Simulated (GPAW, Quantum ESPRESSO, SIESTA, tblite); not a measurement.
**C(100)/TiO2(101) interface (120 atoms): forces by two methods**

Diamond-structure C(100), 3 repeat layers, 12 surface cells, strained +1.49 and +0.04 %; anatase TiO2(101), 2 layers, 2 cells, +0.00 and +0.00 %; outer planes 1.29 Å apart, 12 Å of vacuum above; not relaxed, displaced by a Gaussian of 0.02 Å. Then every atom was moved at random, 0.05 Å r.m.s. a Cartesian component.

Two calculations on one geometry. First: Kohn-Sham DFT, PBE, SSSP efficiency 1.3.0 pseudopotentials, plane waves; sssp-1.3.0-efficiency; 60/480 Ry; levels smeared at 580 K (Quantum ESPRESSO 7.5; sssp-pbe-1.3.0-efficiency, cutoffs 60/480 Ry, Γ point). Second: Kohn-Sham DFT, PBE, PseudoDojo 0.4.1 norm-conserving pseudopotentials (converted to PSML), numerical atomic orbitals (DZP), diagonalisation; shift 0.02 Ry; mesh 500 Ry; levels smeared at 580 K (SIESTA 5.4.2; Γ point).

Cell vectors (Å):

```
10.239 0.000 0.000
0.000 7.570 0.000
0.000 0.000 23.581
```

Atom, position (Å) and force of the first calculation (eV/Å):

```
1 C 7.570 5.119 5.982 5.344 -0.411 0.998
2 C 6.362 2.463 6.892 1.139 0.755 -2.253
3 C 6.342 3.756 7.702 1.678 -0.540 1.898
4 C 7.680 3.738 8.637 -1.321 2.752 -1.184
5 C 7.604 2.612 9.540 3.723 -3.121 1.554
6 C 6.441 5.064 10.374 -1.122 -0.321 -3.247
7 C 7.763 2.525 6.140 -3.537 -0.668 -0.438
8 C 6.374 7.492 6.832 0.666 1.517 0.241
9 C 6.395 1.218 7.771 1.810 0.193 -0.838
10 C 7.762 1.227 8.635 -4.116 1.601 2.300
11 C 7.686 0.069 9.587 -0.490 -2.920 3.037
12 C 6.451 2.597 10.391 -3.065 1.137 -0.736
13 C 7.756 7.565 6.025 -2.474 -0.120 1.466
14 C 6.515 4.979 6.853 -6.237 1.323 -0.308
15 C 6.312 6.314 7.793 1.910 -1.399 -1.172
16 C 7.558 6.305 8.665 2.862 0.605 0.372
17 C 7.686 5.030 9.478 -0.979 0.094 2.724
18 C 6.408 7.538 10.469 -1.176 -0.852 -3.230
19 C 5.185 5.026 6.002 -1.618 0.251 1.161
20 C 3.887 2.464 6.898 -1.384 1.900 -2.336
21 C 3.862 3.805 7.714 -2.065 -0.712 1.419
22 C 5.026 3.844 8.619 3.836 -2.550 -0.973
23 C 5.152 2.528 9.529 -0.324 1.084 1.865
24 C 3.933 5.019 10.349 -2.280 1.935 -0.950
25 C 5.078 2.496 6.024 1.871 -0.713 1.033
26 C 3.778 0.043 6.809 2.087 -0.453 0.899
27 C 3.933 1.240 7.760 -2.978 0.526 0.052
28 C 5.137 1.220 8.613 0.380 0.786 1.238
29 C 5.216 7.561 9.415 -0.199 -2.331 5.701
30 C 3.820 2.434 10.378 -1.497 -1.459 0.120
31 C 5.119 0.030 6.117 -0.884 0.462 -1.698
32 C 3.789 5.073 6.905 0.661 0.540 -3.601
33 C 3.830 6.438 7.738 -2.297 -4.844 0.562
34 C 5.012 6.233 8.623 2.453 4.206 -1.025
35 C 5.126 5.046 9.470 0.288 -0.713 2.915
36 C 3.855 7.561 10.545 -3.780 1.901 -2.617
37 C 2.478 5.104 6.133 1.690 0.412 -0.073
38 C 1.326 2.651 6.956 -1.893 -4.687 -4.211
39 C 1.208 3.832 7.788 2.422 0.242 0.653
40 C 2.622 3.789 8.631 -2.457 -0.523 1.098
41 C 2.564 2.428 9.548 -0.296 3.113 1.282
42 C 1.158 4.983 10.420 6.303 -0.579 1.308
43 C 2.566 2.432 6.048 -0.377 0.114 2.082
44 C 1.236 7.551 6.952 0.195 0.440 -2.983
45 C 1.280 1.248 7.739 -0.218 1.564 1.348
46 C 2.595 1.232 8.640 -0.898 2.503 -1.590
47 C 2.448 0.137 9.497 2.587 -5.818 4.100
48 C 1.252 2.599 10.513 0.478 -1.073 -4.506
49 C 2.479 0.039 6.135 0.197 0.280 -0.721
50 C 1.230 5.081 6.905 -0.139 -0.285 -1.750
51 C 1.284 6.301 7.835 -2.689 0.383 -1.717
52 C 2.497 6.256 8.608 2.186 2.884 2.907
53 C 2.578 5.041 9.552 0.072 -0.747 1.778
54 C 1.327 0.105 10.461 -2.854 0.908 -3.664
55 C 10.200 5.102 6.017 -0.304 -0.017 2.052
56 C 8.950 2.564 6.939 1.398 -2.267 -1.314
57 C 8.942 3.788 7.760 -0.150 0.181 1.516
58 C 10.201 3.816 8.643 0.265 -1.667 0.646
59 C 0.028 2.470 9.496 -0.018 1.460 3.306
60 C 8.913 5.047 10.457 -2.709 -0.627 -2.040
61 C 10.175 2.574 6.076 2.102 0.058 1.093
62 C 8.927 0.016 6.927 1.205 -1.712 -1.992
63 C 8.980 1.229 7.874 0.439 0.815 -3.015
64 C 10.237 1.207 8.681 0.977 2.725 -1.232
65 C 10.196 0.076 9.543 1.625 -3.974 4.554
66 C 9.013 2.614 10.358 -3.476 1.964 -1.047
67 C 10.194 7.529 6.011 0.318 -0.360 2.613
68 C 8.934 4.988 6.916 -0.502 2.277 -3.937
69 C 8.922 6.221 7.790 -0.273 2.024 -0.320
70 C 10.205 6.261 8.619 -0.050 1.770 2.826
71 C 0.110 5.024 9.576 -5.737 0.386 -0.854
72 C 8.911 7.453 10.621 -0.120 0.042 -4.810
73 Ti 5.047 7.106 12.387 3.427 0.029 -0.097
74 Ti 10.191 5.191 12.477 1.340 0.894 -0.105
75 Ti 7.325 5.196 13.282 -0.259 0.456 1.245
76 Ti 2.169 7.010 13.320 0.439 1.761 1.900
77 O 6.914 7.004 13.151 0.210 1.225 0.322
78 O 1.854 5.246 13.174 -0.706 -1.713 -0.181
79 O 9.194 5.280 14.008 -0.132 -0.161 0.242
80 O 4.091 7.035 14.087 -0.149 0.314 -1.042
81 O 0.431 7.133 12.553 -1.124 -1.474 0.648
82 O 5.455 5.236 12.673 -0.694 -0.832 -0.247
83 O 8.369 5.160 11.732 2.809 -0.899 -1.662
84 O 3.244 7.129 11.742 1.549 0.733 -2.091
85 Ti 3.743 7.142 15.877 -3.047 -0.465 1.966
86 Ti 8.788 5.256 16.000 -1.012 -2.344 0.855
87 Ti 5.895 5.220 16.724 4.110 -0.035 -0.691
88 Ti 0.804 7.045 16.890 5.082 0.491 -1.581
89 O 5.662 7.125 16.769 -1.217 -0.780 0.420
90 O 0.539 5.229 16.594 -0.521 -0.549 1.355
91 O 7.781 5.213 17.517 -2.062 -0.158 0.171
92 O 2.689 7.066 17.603 -2.837 0.198 -1.393
93 O 9.112 7.026 16.051 1.768 2.241 0.752
94 O 3.961 5.242 16.102 2.432 -0.816 0.844
95 O 7.020 5.241 15.248 -2.148 -0.292 -0.431
96 O 1.828 7.111 15.197 -0.474 0.218 0.877
97 Ti 5.009 3.313 12.462 3.151 0.290 1.711
98 Ti 10.222 1.417 12.352 1.230 -0.513 0.339
99 Ti 7.254 1.469 13.390 0.188 -0.250 -0.816
100 Ti 2.078 3.296 13.251 0.854 -0.944 2.349
101 O 6.952 3.338 13.154 -0.152 0.004 0.166
102 O 1.764 1.402 13.119 0.500 0.819 0.462
103 O 9.086 1.402 14.020 1.345 -0.198 -0.436
104 O 4.147 3.366 14.075 -0.661 -0.297 -0.355
105 O 0.311 3.304 12.528 -0.552 1.114 1.773
106 O 5.513 1.441 12.595 -1.645 -0.446 0.539
107 O 8.373 1.462 11.736 2.641 0.008 -4.111
108 O 3.335 3.339 11.703 0.744 -1.640 -3.315
109 Ti 3.751 3.320 16.070 -3.335 -0.022 -1.103
110 Ti 8.815 1.357 15.927 -1.409 1.497 1.122
111 Ti 5.895 1.388 16.932 4.992 0.207 -1.350
112 Ti 0.810 3.296 16.969 2.407 -0.113 -3.560
113 O 5.530 3.237 16.730 0.221 1.343 1.101
114 O 0.395 1.452 16.652 0.541 -0.627 1.341
115 O 7.787 1.433 17.608 -2.356 -0.172 -1.675
116 O 2.636 3.327 17.566 -1.515 -0.163 -0.023
117 O 9.198 3.330 16.020 1.110 -0.261 0.846
118 O 4.055 1.371 16.104 1.183 0.939 0.644
119 O 6.995 1.459 15.130 -2.004 -0.287 3.439
120 O 1.881 3.268 15.187 -0.444 0.022 0.500
```

Q: Give the forces of the second method.

Atom and force (eV/Å):

```
1 5.894 -0.342 0.505
2 1.201 0.708 -2.329
3 1.676 -0.569 2.089
4 -1.413 2.939 -1.405
5 4.033 -3.414 1.563
6 -1.216 -0.314 -2.880
7 -3.861 -0.690 -0.804
8 0.911 1.588 0.323
9 1.980 0.118 -0.807
10 -4.430 1.777 2.417
11 -0.453 -3.076 3.129
12 -3.281 1.112 -0.267
13 -2.641 -0.105 1.200
14 -6.629 1.422 0.038
15 1.864 -1.522 -1.210
16 2.997 0.737 0.348
17 -0.901 0.056 2.774
18 -1.181 -0.835 -2.980
19 -1.745 0.261 1.039
20 -1.539 1.991 -2.277
21 -2.186 -0.848 1.342
22 4.041 -2.751 -0.959
23 -0.371 1.072 1.885
24 -2.467 1.955 -0.451
25 2.021 -0.742 0.732
26 2.123 -0.423 0.928
27 -3.167 0.489 0.090
28 0.447 0.987 1.320
29 -0.328 -2.487 5.959
30 -1.366 -1.635 0.390
31 -1.011 0.525 -2.035
32 0.797 0.695 -3.685
33 -2.415 -4.934 0.584
34 2.510 4.369 -1.031
35 0.460 -0.765 3.128
36 -3.730 2.053 -2.709
37 1.796 0.432 -0.416
38 -1.937 -4.922 -4.343
39 2.547 0.397 0.849
40 -2.598 -0.595 1.110
41 -0.443 3.263 1.322
42 7.029 -0.633 1.973
43 -0.393 0.059 1.891
44 0.008 0.370 -2.977
45 -0.222 1.712 1.439
46 -0.865 2.778 -1.975
47 2.825 -6.282 4.306
48 0.513 -1.010 -4.305
49 0.154 0.307 -1.074
50 -0.265 -0.269 -1.686
51 -2.897 0.401 -1.810
52 2.465 3.019 3.084
53 -0.008 -0.762 1.919
54 -3.085 0.872 -3.240
55 -0.339 0.005 1.830
56 1.593 -2.473 -1.085
57 -0.171 0.161 1.706
58 0.234 -1.761 0.709
59 0.051 1.569 3.335
60 -2.562 -0.667 -2.090
61 2.271 0.016 0.862
62 1.311 -1.766 -1.825
63 0.617 0.900 -3.241
64 1.129 2.931 -1.427
65 1.588 -4.372 4.851
66 -3.601 2.071 -0.705
67 0.365 -0.352 2.444
68 -0.549 2.344 -4.125
69 -0.380 2.159 -0.273
70 -0.043 1.860 2.973
71 -6.421 0.475 -1.167
72 -0.071 -0.023 -4.572
73 3.503 0.014 0.103
74 1.416 0.921 0.107
75 -0.124 0.457 1.397
76 0.603 1.820 2.191
77 0.076 1.249 0.190
78 -0.835 -1.772 -0.293
79 -0.264 -0.146 0.234
80 -0.259 0.254 -1.192
81 -1.041 -1.500 0.516
82 -0.606 -0.856 -0.288
83 2.714 -0.876 -1.613
84 1.386 0.637 -2.092
85 -3.227 -0.442 2.268
86 -1.221 -2.434 1.232
87 4.393 -0.058 -0.967
88 5.560 0.499 -1.799
89 -1.391 -0.817 0.366
90 -0.669 -0.584 1.245
91 -2.208 -0.157 -0.418
92 -3.115 0.172 -2.057
93 1.917 2.309 0.783
94 2.574 -0.857 0.904
95 -2.082 -0.258 -0.480
96 -0.390 0.227 0.931
97 3.209 0.301 2.000
98 1.237 -0.508 0.524
99 0.293 -0.222 -0.538
100 0.895 -1.017 2.559
101 -0.297 -0.004 0.015
102 0.421 0.824 0.336
103 1.243 -0.183 -0.529
104 -0.769 -0.255 -0.470
105 -0.451 1.115 1.659
106 -1.595 -0.450 0.442
107 2.650 -0.014 -4.276
108 0.673 -1.465 -3.443
109 -3.482 -0.014 -0.826
110 -1.588 1.527 1.417
111 5.402 0.216 -1.618
112 2.696 -0.112 -3.900
113 0.087 1.377 1.060
114 0.427 -0.615 1.241
115 -2.623 -0.176 -2.340
116 -1.661 -0.150 -0.519
117 1.291 -0.269 0.916
118 1.292 0.979 0.713
119 -1.993 -0.285 3.553
120 -0.368 0.011 0.568
```

The two sets differ by 184 meV/Å r.m.s., 9.6 % of the r.m.s. force of the Quantum ESPRESSO run. The runs have no spin polarisation, so any moments at edges, vacancies or dangling bonds can't form. The electronic-structure runs sample only Γ, in a cell whose shortest periodic width is 8 Å, which is coarse for a cell with partly filled levels.

[Logs are printed without paths, hosts, clocks, repeated set-up lines and the standing remarks that a program may print on its own settings, such as how far it seeks lower states.]

[Hosts, paths, dates, database ids (printed as entryN), source tags and the programs' standing remarks are cut or masked in the printed files.]
